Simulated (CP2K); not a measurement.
The C K edge of thiocyanate was computed by TDDFT (CP2K XAS_TDP, aug-cc-pVTZ, TDA) at these levels: PBE, PBEh(45%) and PBEh(45%) + GW2X. The first three lines of C2 (bonded to N and S) with a strength over 0.0015, energy in eV and strength:

```csv
run,first,second,third
1,282.70 (0.123),284.68 (0.003),285.43 (0.007)
2,287.18 (0.121),289.16 (0.003),289.91 (0.007)
3,269.53 (0.010),270.66 (0.044),271.40 (0.005)
```

Question: Which run is which?

Run 1: PBEh(45%) (45 % exact exchange). Run 2: PBEh(45%) + GW2X (45 % exact exchange). Run 3: PBE (0 % exact exchange). Self-interaction lifts the core level, so the uncorrected lines rise with the share of exact exchange. The GW2X run keeps the spacings of its parent: 1.98 eV between the first two lines in run 2, 1.98 eV in run 1. Its shift is +4.48 eV, since the Kohn–Sham level at this share of exchange lies that far above the quasiparticle level.

[Banner, clock and machine lines of the logs are left out without a mark of their own.]

[Logs are printed without paths, hosts, clocks, repeated set-up lines and the standing remarks that a program may print on its own settings, such as how far it seeks lower states.]

[Hosts, paths, dates, database ids (printed as entryN), source tags and the programs' standing remarks are cut or masked in the printed files.]
